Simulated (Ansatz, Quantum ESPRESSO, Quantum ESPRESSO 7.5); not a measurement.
# 1T-PbSTe, 1 layer: biaxial strain by an ASE script

How do the band edges of 1T-PbSTe, 1 layer move against the vacuum when the sheet is stretched?

Program: Quantum ESPRESSO 7.5. Level of theory: plane-wave DFT, PBE, GBRV ultrasoft pseudopotentials (geometry by Ansatz 0.2.0 with PAW datasets; geometry under PBE). Results are calculated unless marked as measured.

## (1) Set-up

The cell holds 3 atoms: 1 Te, 1 Pb and 1 S. Its edges and angles: a = 3.646 Å, b = 3.646 Å, c = 17.833 Å, α = 90.0°, β = 90.0°, γ = 120.0°. It derives from PbSTe. Vacuum lies along c.

As a file:

```cif
data_structure
_symmetry_space_group_name_H-M 'P 1'
_symmetry_Int_Tables_number 1
_cell_length_a 3.6457
_cell_length_b 3.6457
_cell_length_c 17.8327
_cell_angle_alpha 90.000
_cell_angle_beta 90.000
_cell_angle_gamma 120.000
_cell_volume 205.26
loop_
_atom_site_label
_atom_site_type_symbol
_atom_site_fract_x
_atom_site_fract_y
_atom_site_fract_z
_atom_site_occupancy
Te1 Te 0.66667 0.33333 0.42057 1
Pb2 Pb 0.00000 0.00000 0.51665 1
S3 S 0.33333 0.66667 0.57943 1
```

This sheet is a model structure: its symmetry is held, and its stability is not tested here.

## (2) Geometry from Ansatz

A relaxation in Ansatz fixes the structure of this slab for the runs on it.

File input.yaml:

```yaml
crystal:
  lattice:
    - [3.645692, 0.0, 0.0]
    - [-1.822846, 3.1572618864, 0.0]
    - [0.0, 0.0, 17.8327315419]
  atoms:
    - { symbol: Te, position: [0.6666666667, 0.3333333333, 0.4205749401] }
    - { symbol: Pb, position: [0.0, 0.0, 0.5166517731] }
    - { symbol: S, position: [0.3333333333, 0.6666666667, 0.5794250599] }
kpoints:
  mp_grid: { grid: [12, 12, 1] }
hamiltonian:
  xc: pbe
scf:
  occupations: { method: fermi_dirac, width: 0.05 }
  convergence: { dr2_threshold: 1.0e-08 }
efield:
  axis: 3
  dipole_correction: true
  ramp_position: 0.97
  ramp_width: 0.04
relax:
  f_tol: 0.01
  cell: { fix: [c, alpha, beta] }
output:
  write_potential: true
  write_density: true
  volumetric_format: npy
```

On the command line:

```sh
$ ansatz run input.yaml --threads 2 --pin off --max-ram 4096MiB --backend cpu --events-out ev --progress --plain --runs-dir out
```

Planned after this: running the series; running the series: PBE, SG15 norm-conserving; the script, with ecutrho = 20; by hand. Settings of the main run: cutoff 40 Ry, smearing, fd smearing, smearing width 0.002 Ry, SCF threshold 1.00e-9, maxstep 100, strains (-0.03, -0.015, 0, 0.015, 0.03), filled 13, k 12, k2 12, gbrv-pbe-1.5 potentials, 12×12×1 k-mesh, assume isolated esm, esm bc bc1.

Before running: what should come out for the C11 + C12, heights clamped, PBE, GBRV ultrasoft?

The sheet's biaxial stiffness comes to 71 N/m (PBE, GBRV ultrasoft). The bands overlap at every strain: the sheet is a metal, and edges by band count are no gaps. Heights are clamped under strain, which makes a sheet with several atomic planes too stiff.

* C11 + C12, heights clamped, PBE, GBRV ultrasoft: 71 N/m
* C11 + C12, heights clamped, PBE, SG15 norm-conserving: 72 N/m

Semilocal gaps are too small. The sheet carries a dipole, so the two faces have unlike vacuum levels and the zero lies between them. Spin-orbit coupling is left out; depending on the atoms that carry the levels of interest, it can split and shift them by tenths of an eV to an eV or more.

[Logs are printed without paths, hosts, clocks, repeated set-up lines and the standing remarks that a program may print on its own settings, such as how far it seeks lower states.]

[Hosts, paths, dates, database ids (printed as entryN), source tags and the programs' standing remarks are cut or masked in the printed files.]

[Maps of the electrostatic potential energy from Ansatz leave out the sawtooth potential of an applied field or a dipole correction, so their vacuum need not be flat; planar profiles and work functions include it.]
